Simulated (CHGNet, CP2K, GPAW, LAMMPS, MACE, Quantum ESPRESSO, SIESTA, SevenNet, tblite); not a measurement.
**Other levels on glassy 67P2O5-33MgO (mol %) (80 atoms)**

Density of this cell: 2.73 g/cm³. The cell holds 80 atoms: 20 P, 5 Mg and 55 O. Its edges and angles: a = 9.952 Å, b = 9.952 Å, c = 9.952 Å, α = 90.0°, β = 90.0°, γ = 90.0°. 80 atoms (20 P, 5 Mg, 55 O) placed at random at 2.73 g/cm³, melted at 4000 K for 10 ps at fixed volume with the Morse and Coulomb pair potential with partial charges (Pedone, Malavasi, Menziani, Cormack and Segre, J. Phys. Chem. B 110, 11780 (2006)). Quenched from 4000 K to 300 K at 25 K/ps and fixed volume, held 5 ps.

Geometry: as built.

The reference, a calculation:

```
method                                           : Kohn-Sham DFT, PBE, SSSP efficiency 1.3.0 pseudopotentials, plane waves (Quantum ESPRESSO 7.5); sssp-pbe-1.3.0-efficiency, cutoffs 60/480 Ry, Γ point
r.m.s. force component                           : 1.327 eV/Å
longest force                                    : 6.098 eV/Å
pressure                                         : -0.9017 GPa
gap (highest filled to lowest empty level) : 1.237 eV
time                                             : 2.5 min on 4 MPI ranks of Arm Neoverse V1, shared host
CPU time                                         : 9.9 min
```

Runs, in no order:
A. GPAW PBE, grid h 0.2 Å: Kohn-Sham DFT, PBE, PAW, finite differences on a real-space grid
B. CP2K PBE, DZVP-MOLOPT-SR, 1200/60 Ry, diagonalisation: Kohn-Sham DFT, PBE, GTH-PBE pseudopotentials, Gaussian and plane waves, DZVP-MOLOPT-SR-GTH, diagonalisation
C. GPAW PBE, LCAO dzp, h 0.18 Å, other mixer settings: Kohn-Sham DFT, PBE, PAW, atomic orbitals (dzp)
D. SevenNet 0 potential: machine-learned interatomic potential SevenNet 0, trained on PBE(+U) plane-wave data
E. SIESTA PBE, SZ, shift 0.01 Ry, mesh 500 Ry: Kohn-Sham DFT, PBE, PseudoDojo 0.4.1 norm-conserving pseudopotentials (converted to PSML), numerical atomic orbitals (SZ), diagonalisation

Q: Order them from the smallest to the largest r.m.s. force difference.

A, B, D, C, E.

| run | Δ force, r.m.s. (meV/Å) | share of r.m.s. force (%) | CPU time |
| --- | --- | --- | --- |
| A. GPAW PBE, grid h 0.2 Å | 80.5 | 6.06 | 8.3 min |
| B. CP2K PBE, DZVP-MOLOPT-SR, 1200/60 Ry, diagonalisation | 173 | 13.1 | 6.7 min |
| D. SevenNet 0 potential | 248 | 18.7 | 9.8 s |
| C. GPAW PBE, LCAO dzp, h 0.18 Å, other mixer settings | 468 | 35.3 | 3 min |
| E. SIESTA PBE, SZ, shift 0.01 Ry, mesh 500 Ry | 2912 | 219 | 2 min |

Machine-learned potentials mimic data converged in k, so the reference's own k-point error enters their differences. The network of bonds at the start is that of the classical potential that made the cell, and needn't be the one that DFT or experiment would give. The electronic-structure runs sample only Γ, in a cell whose shortest periodic width is 10 Å.

[Logs are printed without paths, hosts, clocks, repeated set-up lines and the standing remarks that a program may print on its own settings, such as how far it seeks lower states.]

[Hosts, paths, dates, database ids (printed as entryN), source tags and the programs' standing remarks are cut or masked in the printed files.]
